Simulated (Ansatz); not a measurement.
# Sn wire along [111], 14 atoms a period, H-terminated: bands by functional and under strain

What gap, if any, does the Sn wire along [111], 14 atoms a period, H-terminated have, and how does it change with the functional and under strain?

Main program and level: Ansatz 0.2.0; DFT PBE, plane waves, PAW; relaxation of a wire's period; PAW set soft_1, in the first sound run; inputs show where later runs differ.

### Step 1. The structure

The cell holds 32 atoms: 14 Sn and 18 H. Cell: a = 14.360 Å, b = 15.530 Å, c = 11.518 Å, α = 90.0°, β = 90.0°, γ = 90.0°. Vacuum lies along a and b. The structure's axis is c.

### Step 2. Relaxation of atoms and period

Band widths follow the bond lengths, so the wire is relaxed first. The atoms and the third cell vector are free; the box across stays fixed as vacuum. A Fermi-Dirac smearing is set since the result may be a metal. The pressure printed is a third of the stress's trace over the whole box, vacuum included; only the stress along the axis is relaxed.

input.yaml reads:

```yaml
crystal:
  lattice:
    - [14.36, 0.0, 0.0]
    - [0.0, 15.53, 0.0]
    - [0.0, 0.0, 11.5181378703]
  atoms:
    - { symbol: Sn, position: [0.499999935, 0.499984994, 0.0] }
    - { symbol: Sn, position: [0.499999935, 0.499984994, 0.25] }
    - { symbol: H, position: [0.236768802, 0.465698603, 0.282688573] }
    - { symbol: H, position: [0.336272216, 0.30633777, 0.282688573] }
    - { symbol: H, position: [0.400496521, 0.727918609, 0.282688573] }
    - { symbol: H, position: [0.599503348, 0.727918609, 0.282688573] }
    - { symbol: H, position: [0.663727654, 0.30633777, 0.282688573] }
    - { symbol: H, position: [0.763231067, 0.465698603, 0.282688573] }
    - { symbol: Sn, position: [0.336272216, 0.412578325, 0.333333333] }
    - { symbol: Sn, position: [0.499999935, 0.674798331, 0.333333333] }
    - { symbol: Sn, position: [0.663727654, 0.412578325, 0.333333333] }
    - { symbol: Sn, position: [0.336272216, 0.412578325, 0.583333333] }
    - { symbol: Sn, position: [0.499999935, 0.674798331, 0.583333333] }
    - { symbol: Sn, position: [0.663727654, 0.412578325, 0.583333333] }
    - { symbol: H, position: [0.236768802, 0.64051194, 0.616021906] }
    - { symbol: H, position: [0.499999935, 0.218931101, 0.616021906] }
    - { symbol: H, position: [0.763231067, 0.64051194, 0.616021906] }
    - { symbol: H, position: [0.236768802, 0.359458047, 0.633978094] }
    - { symbol: H, position: [0.499999935, 0.781038887, 0.633978094] }
    - { symbol: H, position: [0.763231067, 0.359458047, 0.633978094] }
    - { symbol: Sn, position: [0.336272216, 0.587391663, 0.666666667] }
    - { symbol: Sn, position: [0.499999935, 0.325171656, 0.666666667] }
    - { symbol: Sn, position: [0.663727654, 0.587391663, 0.666666667] }
    - { symbol: Sn, position: [0.336272216, 0.587391663, 0.916666667] }
    - { symbol: Sn, position: [0.499999935, 0.325171656, 0.916666667] }
    - { symbol: Sn, position: [0.663727654, 0.587391663, 0.916666667] }
    - { symbol: H, position: [0.236768802, 0.534271385, 0.967311427] }
    - { symbol: H, position: [0.336272216, 0.693632218, 0.967311427] }
    - { symbol: H, position: [0.400496521, 0.272051379, 0.967311427] }
    - { symbol: H, position: [0.599503348, 0.272051379, 0.967311427] }
    - { symbol: H, position: [0.663727654, 0.693632218, 0.967311427] }
    - { symbol: H, position: [0.763231067, 0.534271385, 0.967311427] }
kpoints:
  mp_grid: { grid: [1, 1, 7] }
scf:
  occupations: { method: fermi_dirac, width: 0.05 }
hamiltonian:
  xc: pbe
  pseudopotentials: { kind: paw, azcp: { folder: soft_1 } }
relax:
  cell: { fix: [a, b, alpha, beta, gamma] }
  max_steps: 45
  f_tol: 0.03
```

Run with:

```sh
ansatz run input.yaml --threads 4 --pin off --max-ram 16384MiB --backend cpu --events-out ev --progress --plain --runs-dir out
```

Numbers of over 12 decimals in the logs are rounded to 6 here.

The log of the run:

```text
Engine: ansatz 0.2.0, aarch64-unknown-linux-gnu
Pseudopotentials: kind: paw
Pseudopotential: Sn, paw, valence charge 14, recommended cutoff 420 eV (normal), soft_1/Sn.paw.azcp
Pseudopotential: H, paw, valence charge 1, recommended cutoff 420 eV (normal), soft_1/H.paw.azcp
Functional definition: PBE
  parameter kappa = 0.804
  parameter beta = 0.066725
  exchange = pbe_x(kappa = kappa, mu = beta*pi^2/3)
  correlation = pbe_c(beta = beta)
Crystal: 32 atoms, lattice volume = 2568.669 Å³
Basis set: ecut = 420 eV, 50243 PW (Γ), exchange–correlation on 192×216×160 points (8 copies of the dense FFT grid, shifted against one another)
Bands: 139, of which v1, the nominal top of the filled ones, is band 107 counted from 1 (106 counted from 0)
Symmetry: 4 space group operations
Space group: P2/m (ITA 10), of the structure as read, at distance tolerance 1.4e-4 Å
k-points: 4 of 7
Non-local potential: Sn, projectors of the file, l = 0: 2, l = 1: 2, l = 2: 2, l = 3: 1
Non-local potential: H, projectors of the file, l = 0: 2, l = 1: 1
PAW form: soft (Blöchl's): semilocal exchange-correlation on the pseudo side does not see the compensation charge
PAW one-centre angular grid: Sn, 590 points (default); XC on 64 Gauss nodes
PAW one-centre angular grid: H, 110 points (default); XC on 64 Gauss nodes
Initial density: superposition of atomic densities (neutral atoms: chi_scale 0, normalization atom)
Initial wavefunctions: pseudopotential atomic-orbital guess
Functional: x = pbe(κ = 0.804, μ = 0.219515), c = pbe(β = 0.066725)
SCF iter   1: F=—  HF=-84622.996566 eV  |F-HF|=—  |Δ(HF+E_count)|=         —  Δρ=2.50e-2  dr2=1.65e1  ethr=3.10e-3  ⟨swp⟩=7.8  Hψ=2714  notcnv=0  defer=16
preconditioner: auto → Resta (q_TF=auto, 1.803 Å⁻¹)  ε∞=1.6  [insulator: Δε(μ)=1.911 eV  Ē_g=8.183 eV  σ=0.050 eV  W_gap=1.00  n_scr=254 (ndim 8)  ℏωp=6.3 eV  f_vac=0.644  D(μ)=0.00/eV (n_scr^D=0)  ε∞_Penn≈1.6  vacuum switching on, ρ_ref=4.9e-3 e/Å³]
SCF iter   2: F=—  HF=-84618.726326 eV  |F-HF|=—  |Δ(HF+E_count)|=    4.27e0  Δρ=8.75e-3  dr2=2.67e0  ethr=3.10e-3  ⟨swp⟩=3.8  Hψ=817  notcnv=0  defer=103
SCF iter   3: F=—  HF=-84618.141807 eV  |F-HF|=—  |Δ(HF+E_count)|=   5.85e-1  Δρ=3.05e-3  dr2=5.67e-1  ethr=1.25e-3  ⟨swp⟩=3.8  Hψ=721  notcnv=0  defer=103
SCF iter   4: F=—  HF=-84618.028877 eV  |F-HF|=—  |Δ(HF+E_count)|=   1.13e-1  Δρ=8.53e-4  dr2=1.94e-2  ethr=2.65e-4  ⟨swp⟩=4.5  Hψ=1100  notcnv=0  defer=103
SCF iter   5: F=—  HF=-84618.032444 eV  |F-HF|=—  |Δ(HF+E_count)|=   3.57e-3  Δρ=2.76e-4  dr2=1.67e-3  ethr=9.07e-6  ⟨swp⟩=2.0  Hψ=551  notcnv=0  defer=103
SCF iter   6: F=—  HF=-84618.033641 eV  |F-HF|=—  |Δ(HF+E_count)|=   1.20e-3  Δρ=7.87e-5  dr2=5.41e-4  ethr=7.78e-7  ⟨swp⟩=2.0  Hψ=881  notcnv=0  defer=103
SCF iter   7: F=—  HF=-84618.033632 eV  |F-HF|=—  |Δ(HF+E_count)|=   8.33e-6  Δρ=2.37e-5  dr2=3.98e-5  ethr=2.53e-7  ⟨swp⟩=2.0  Hψ=861  notcnv=0  defer=103
SCF iter   8: F=—  HF=-84618.033820 eV  |F-HF|=—  |Δ(HF+E_count)|=   1.87e-4  Δρ=8.01e-6  dr2=1.97e-6  ethr=1.86e-8  ⟨swp⟩=2.0  Hψ=704  notcnv=0  defer=103
SCF iter   9: F=—  HF=-84618.033823 eV  |F-HF|=—  |Δ(HF+E_count)|=   3.59e-6  Δρ=2.39e-6  dr2=1.79e-7  ethr=9.22e-10  ⟨swp⟩=3.0  Hψ=999  notcnv=0  defer=103
SCF iter  10: F=-84618.033824 eV  HF=-84618.033824 eV  |F-HF|=2.18e-8  |Δ(HF+E_count)|=   4.68e-7  Δρ=6.97e-7  dr2=1.37e-8  ethr=4.67e-11  ⟨swp⟩=5.0  Hψ=1719  notcnv=0
SCF 1 converged in 10 iterations: F = -84618.033824 eV  dr2 = 1.37e-8
  greatest PAW one-centre occupation: 0.991 electrons in one spin orbital (limit 2), on the Sn atom at site 24 (counted from 0), in its partial waves of l = 2
relax step   1: F+E_penalty+E_count = -84618.03382382 eV  Δ(F+E_penalty+E_count) = +0.000e0 eV  max|allowed force component| = 2.141e-1 eV/Å  Δτ_max = 0.0000 Å  P = -0.380 GPa  Ω = 2568.669 Å³  fix = [a, b, alpha, beta, gamma]  reactions: a -0.419, b -0.421 GPa; alpha -0.000 GPa/rad  (10 SCF iters, dr2 threshold 1.00e-7 eV, accepted)
Crystal: 32 atoms, lattice volume = 2549.240 Å³
Basis set: ecut = 420 eV, 49791 PW (Γ), exchange–correlation on 192×216×160 points (8 copies of the dense FFT grid, shifted against one another)
Initial density: handed on by an earlier stage of this run
Initial wavefunctions: those handed on with the density
iter 1 solved again at ethr=3.84e-4 eV; its pass at ethr=3.10e-3 eV (dr2=8.22e-1 eV) is discarded
SCF iter   1: F=—  HF=-84617.748149 eV  |F-HF|=—  |Δ(HF+E_count)|=         —  Δρ=6.85e-3  dr2=8.19e-1  ethr=3.84e-4  ⟨swp⟩=5.5  Hψ=3104  notcnv=0
preconditioner: auto → Resta (q_TF=auto, 1.805 Å⁻¹)  ε∞=1.6  [insulator: Δε(μ)=2.576 eV  Ē_g=8.172 eV  σ=0.050 eV  W_gap=1.00  n_scr=254 (ndim 8)  ℏωp=6.3 eV  f_vac=0.706  D(μ)=0.00/eV (n_scr^D=0)  ε∞_Penn≈1.6  vacuum switching on, ρ_ref=4.8e-3 e/Å³]
SCF iter   2: F=—  HF=-84617.647955 eV  |F-HF|=—  |Δ(HF+E_count)|=   1.00e-1  Δρ=3.23e-3  dr2=1.63e-1  ethr=3.83e-4  ⟨swp⟩=4.0  Hψ=820  notcnv=0
SCF iter   3: F=—  HF=-84617.647861 eV  |F-HF|=—  |Δ(HF+E_count)|=   9.42e-5  Δρ=7.97e-4  dr2=3.86e-2  ethr=7.62e-5  ⟨swp⟩=4.5  Hψ=1160  notcnv=0  defer=25
SCF iter   4: F=—  HF=-84617.640491 eV  |F-HF|=—  |Δ(HF+E_count)|=   7.37e-3  Δρ=1.49e-4  dr2=9.23e-4  ethr=1.80e-5  ⟨swp⟩=3.0  Hψ=1083  notcnv=0  defer=31
SCF iter   5: F=—  HF=-84617.640741 eV  |F-HF|=—  |Δ(HF+E_count)|=   2.50e-4  Δρ=4.67e-5  dr2=6.02e-5  ethr=4.31e-7  ⟨swp⟩=2.0  Hψ=700  notcnv=0  defer=31
SCF iter   6: F=—  HF=-84617.640793 eV  |F-HF|=—  |Δ(HF+E_count)|=   5.20e-5  Δρ=1.21e-5  dr2=1.28e-5  ethr=2.81e-8  ⟨swp⟩=2.0  Hψ=629  notcnv=0  defer=31
SCF iter   7: F=-84617.640793 eV  HF=-84617.640793 eV  |F-HF|=2.65e-7  |Δ(HF+E_count)|=   1.97e-7  Δρ=4.68e-6  dr2=1.34e-6  ethr=1.34e-9  ⟨swp⟩=5.5  Hψ=1944  notcnv=0
SCF 2 converged in 7 iterations: F = -84617.640793 eV  dr2 = 1.34e-6
  greatest PAW one-centre occupation: 0.990 electrons in one spin orbital (limit 2), on the Sn atom at site 24 (counted from 0), in its partial waves of l = 2
relax step   2: F+E_penalty+E_count = -84617.64079280 eV  Δ(F+E_penalty+E_count) = +3.930e-1 eV  max|allowed force component| = 9.396e-1 eV/Å  Δτ_max = 0.1943 Å  P = +0.550 GPa  Ω = 2549.240 Å³  energy of the carried Pulay correction = +1.441e-3 eV  fix = [a, b, alpha, beta, gamma]  (7 SCF iters, dr2 threshold 2.87e-6 eV, rejected (line search))
Crystal: 32 atoms, lattice volume = 2565.278 Å³
Basis set: ecut = 420 eV, 50183 PW (Γ), exchange–correlation on 192×216×160 points (8 copies of the dense FFT grid, shifted against one another)
iter 1 solved again at ethr=1.98e-4 eV; its pass at ethr=3.10e-3 eV (dr2=4.24e-1 eV) is discarded
[...]
Initial wavefunctions: pseudopotential atomic-orbital guess (no wavefunctions were taken with the density)
iter 1 solved again at ethr=7.09e-7 eV; its pass at ethr=3.10e-3 eV (dr2=1.52e-3 eV) is discarded
SCF iter   1: F=—  HF=-84618.198659 eV  |F-HF|=—  |Δ(HF+E_count)|=         —  Δρ=9.52e-7  dr2=2.00e-8  ethr=7.09e-7  ⟨swp⟩=5.5  Hψ=4501  notcnv=0  defer=1
eigensolver tolerance schedule: the retry pair's looser diagonalisation over-reported the residual by 75897.77 of it (diagonalisation noise at an unbounded share of the residual, at the tolerance the schedule requests for it); recorded, not acted on — ethr = c·dr2/N_el stays at c = 1.0e-1
preconditioner: auto → Resta (q_TF=auto, 1.803 Å⁻¹)  ε∞=1.6  [insulator: Δε(μ)=2.266 eV  Ē_g=7.939 eV  σ=0.050 eV  W_gap=1.00  n_scr=254 (ndim 8)  ℏωp=6.3 eV  f_vac=0.695  D(μ)=0.00/eV (n_scr^D=0)  ε∞_Penn≈1.6  vacuum switching on, ρ_ref=4.6e-3 e/Å³]
SCF iter   2: F=—  HF=-84618.198824 eV  |F-HF|=—  |Δ(HF+E_count)|=   1.65e-4  Δρ=6.59e-7  dr2=1.70e-8  ethr=9.34e-12  ⟨swp⟩=4.8  Hψ=1919  notcnv=0  defer=1
SCF iter   3: F=—  HF=-84618.198824 eV  |F-HF|=—  |Δ(HF+E_count)|=   4.32e-9  Δρ=4.29e-7  dr2=3.51e-9  ethr=7.93e-12  ⟨swp⟩=3.0  Hψ=959  notcnv=0  defer=1
SCF iter   4: F=—  HF=-84618.198824 eV  |F-HF|=—  |Δ(HF+E_count)|=  8.59e-10  Δρ=2.26e-7  dr2=8.91e-10  ethr=1.64e-12  ⟨swp⟩=3.0  Hψ=969  notcnv=0  defer=1
SCF iter   5: F=-84618.198824 eV  HF=-84618.198824 eV  |F-HF|=1.16e-10  |Δ(HF+E_count)|=  5.82e-10  Δρ=2.95e-8  dr2=5.91e-11  ethr=1.00e-12  ⟨swp⟩=5.5  Hψ=1913  notcnv=0
SCF 6 converged in 5 iterations: F = -84618.198824 eV  dr2 = 5.91e-11
relax step   6: F+E_penalty+E_count = -84618.19882441 eV  Δ(F+E_penalty+E_count) = +1.088e-4 eV  max|allowed force component| = 3.120e-3 eV/Å  Δτ_max = 0.0000 Å  P = -0.003 GPa  Ω = 2567.230 Å³  fix = [a, b, alpha, beta, gamma]  reactions: a -0.002, b -0.005 GPa; alpha +0.000 GPa/rad  stress off target by 1.85e-3 GPa on what of the cell is left free  SCF on the basis re-selected at this cell (its energy is not comparable with the rows above)  (5 SCF iters)
basis re-selected at this cell: Δ(F+E_penalty+E_count) = +1.088e-4 eV, ΔP = +0.000 GPa vs the last step (what re-selecting the basis moved, of the pressure what is left beyond the Pulay correction that the steps carried, after the strain that the cell walked since its last selection, with what the two solves' SCF thresholds leave and, on support functions, any second-order correction that the steps lacked; it is no m [...]
SCF converged after 5 iterations
Free energy (F): -84618.198824 eV
Harris-Foulkes:  -84618.198824 eV  (|F-HF|=1.16e-10)
Internal energy: -84618.198824 eV  (E = F + TS)
E sigma→0 (E₀):  -84618.198824 eV
Fermi energy:    -1.917304 eV
--- Per-component energies (eV) ---
  E_band       = -3761.936014
  E_kinetic    = 2577.019081
  E_local      = -69370.047469  (includes V_loc(G=0)·N_el)
  E_nonlocal   = 2039.079576
  E_hartree    = 33432.682409
  E_xc         = -1902.588874
  E_vxc        = -1304.801127  (∫ρ·V_xc dr)
  E_paw        = -61198.024032  (= ΣΔE_a)
  E_vpaw       = -4568.537303  (= ΣTr[D̂ρ^β])
  E_aug_tail   = -0.011795  (compensation charges beyond the density's cutoff)
  E_ewald      = 9803.692279
  E_smearing   = -0.000000  (= −TS)
  E_closure    = 0.000000  (closes the sum)
  Σ components = -84618.198824   (vs F -84618.198824, Δ=0.00e0)
--- Forces (eV/Å), atoms counted from 1 ---
  atom   1  Sn     0.00000000     0.00009432    -0.00182285
  atom   2  Sn    -0.00000000    -0.00009432     0.00182285
  atom   3  H      0.00194162     0.00039608     0.00125482
  atom   4  H      0.00135952     0.00138067     0.00114022
  atom   5  H      0.00065090    -0.00178928     0.00106012
  atom   6  H     -0.00065090    -0.00178928     0.00106012
  atom   7  H     -0.00135952     0.00138067     0.00114022
  atom   8  H     -0.00194162     0.00039608     0.00125482
  atom   9  Sn    -0.00106432    -0.00053178    -0.00002498
  atom  10  Sn    -0.00000000     0.00125013    -0.00002554
  atom  11  Sn     0.00106432    -0.00053178    -0.00002498
  atom  12  Sn     0.00076166     0.00034909    -0.00103166
  atom  13  Sn     0.00000000    -0.00131324    -0.00081123
  atom  14  Sn    -0.00076166     0.00034909    -0.00103166
  atom  15  H      0.00157992    -0.00112551     0.00306673
  atom  16  H     -0.00000000     0.00211739     0.00311951
  atom  17  H     -0.00157992    -0.00112551     0.00306673
  atom  18  H      0.00157992     0.00112551    -0.00306673
  atom  19  H      0.00000000    -0.00211739    -0.00311951
  atom  20  H     -0.00157992     0.00112551    -0.00306673
  atom  21  Sn     0.00076166    -0.00034909     0.00103166
  atom  22  Sn    -0.00000000     0.00131324     0.00081123
  atom  23  Sn    -0.00076166    -0.00034909     0.00103166
  atom  24  Sn    -0.00106432     0.00053178     0.00002498
  atom  25  Sn     0.00000000    -0.00125013     0.00002554
  atom  26  Sn     0.00106432     0.00053178     0.00002498
  atom  27  H      0.00194162    -0.00039608    -0.00125482
  atom  28  H      0.00135952    -0.00138067    -0.00114022
  atom  29  H      0.00065090     0.00178928    -0.00106012
  atom  30  H     -0.00065090     0.00178928    -0.00106012
  atom  31  H     -0.00135952    -0.00138067    -0.00114022
  atom  32  H     -0.00194162    -0.00039608    -0.00125482
  max |Σ_I F_I| component: 6.51e-19 eV/Å
--- Stress (GPa, compression-positive) ---
       -0.001824       0.000000       0.000000
        0.000000      -0.004561      -0.000040
        0.000000      -0.000040      -0.001845
  P = ⅓ Tr σ = -0.0027 GPa (-0.027 kbar)
--- Relaxed structure (5 steps of the walk, 3 accepted, 1 SCFs on fresh bases) ---
  F+E_penalty+E_count = -84618.19882441 eV   max|allowed force component| = 3.120e-3 eV/Å   (the final SCF, on the basis selected at the relaxed cell)
  cell:  # Å, volume = 2567.2297 Å³
    - [14.36, 0, 0]
    - [0, 15.53, 0]
    - [0, 0, 11.511683]
  atoms:
    - { symbol: Sn, position: [0.5, 0.499976, 0.000986434] }
    - { symbol: Sn, position: [0.5, 0.499994, 0.249014] }
    - { symbol: H, position: [0.240545, 0.464777, 0.284621] }
    - { symbol: H, position: [0.337324, 0.309815, 0.284599] }
    - { symbol: H, position: [0.403232, 0.725359, 0.284578] }
    - { symbol: H, position: [0.596768, 0.725359, 0.284578] }
    - { symbol: H, position: [0.662676, 0.309815, 0.284599] }
    - { symbol: H, position: [0.759455, 0.464777, 0.284621] }
    - { symbol: Sn, position: [0.340150, 0.414642, 0.335973] }
    - { symbol: Sn, position: [0.5, 0.670686, 0.335948] }
    - { symbol: Sn, position: [0.659850, 0.414642, 0.335973] }
    - { symbol: Sn, position: [0.340064, 0.414582, 0.582058] }
    - { symbol: Sn, position: [0.5, 0.670823, 0.582033] }
    - { symbol: Sn, position: [0.659936, 0.414582, 0.582058] }
    - { symbol: H, position: [0.241179, 0.638136, 0.617571] }
    - { symbol: H, position: [0.5, 0.223591, 0.617569] }
    - { symbol: H, position: [0.758821, 0.638136, 0.617571] }
    - { symbol: H, position: [0.241179, 0.361834, 0.632429] }
    - { symbol: H, position: [0.5, 0.776379, 0.632431] }
    - { symbol: H, position: [0.758821, 0.361834, 0.632429] }
    - { symbol: Sn, position: [0.340064, 0.585388, 0.667942] }
    - { symbol: Sn, position: [0.5, 0.329147, 0.667967] }
    - { symbol: Sn, position: [0.659936, 0.585388, 0.667942] }
    - { symbol: Sn, position: [0.340150, 0.585328, 0.914027] }
    - { symbol: Sn, position: [0.5, 0.329284, 0.914052] }
    - { symbol: Sn, position: [0.659850, 0.585328, 0.914027] }
    - { symbol: H, position: [0.240545, 0.535193, 0.965379] }
    - { symbol: H, position: [0.337324, 0.690155, 0.965401] }
    - { symbol: H, position: [0.403232, 0.274611, 0.965422] }
    - { symbol: H, position: [0.596768, 0.274611, 0.965422] }
    - { symbol: H, position: [0.662676, 0.690155, 0.965401] }
    - { symbol: H, position: [0.759455, 0.535193, 0.965379] }
```

The job ended after 2.5 min (4 threads of Arm Neoverse V2, shared host; peak memory 5.6 GiB).

The steps of the relaxation:

```
step  energy less that of the first step (eV)  largest force component (eV/Å)  pressure (GPa)  volume (Å³)
   1                                   0.0000                          0.2141           -0.38      2568.67
   2                                   0.3930                          0.9396            0.55      2549.24
   3                                  -0.1600                          0.0611           -0.04      2565.28
   4                                  -0.1566                          0.0831            0.02      2571.82
   5                                  -0.1651                          0.0031            0.00      2567.23
  6*                                  -0.1650                          0.0031            0.00      2567.23
```

Relaxation steps marked * repeat the geometry before them on a plane-wave basis chosen anew for their cell, so energy and pressure can jump there. Relaxation steps 2, 4 were tried and not accepted.

Forces are held to the 4 operations that the run works with; a distortion that breaks them can't arise in this run.

| cell as run | before | after | change |
| --- | --- | --- | --- |
| c (Å) | 11.518 | 11.512 | -0.1 % |

The atoms that moved most (Å, along periodic axes as changes of fractional coordinates times the final cell, across vacuum about the mean position):

| atom | dx | dy | dz | length |
| --- | --- | --- | --- | --- |
| H18 | 0.063 | 0.037 | -0.018 | 0.075 |
| H15 | 0.063 | -0.037 | 0.018 | 0.075 |
| H20 | -0.063 | 0.037 | -0.018 | 0.075 |
| H17 | -0.063 | -0.037 | 0.018 | 0.075 |
| H19 | 0.000 | -0.072 | -0.018 | 0.075 |
| H16 | 0.000 | 0.072 | 0.018 | 0.075 |
| Sn26 | -0.056 | -0.032 | -0.030 | 0.071 |
| Sn11 | -0.056 | 0.032 | 0.030 | 0.071 |

Numbers from this step:

| Item | Value |
| --- | --- |
| cell length along the wire | 11.51 Å |

The cell's length comes to 11.512 Å with spin left out.

(Part 1 of 3 ends here.)

[Logs are printed without paths, hosts, clocks, repeated set-up lines and the standing remarks that a program may print on its own settings, such as how far it seeks lower states.]

[Hosts, paths, dates, database ids (printed as entryN), source tags and the programs' standing remarks are cut or masked in the printed files.]
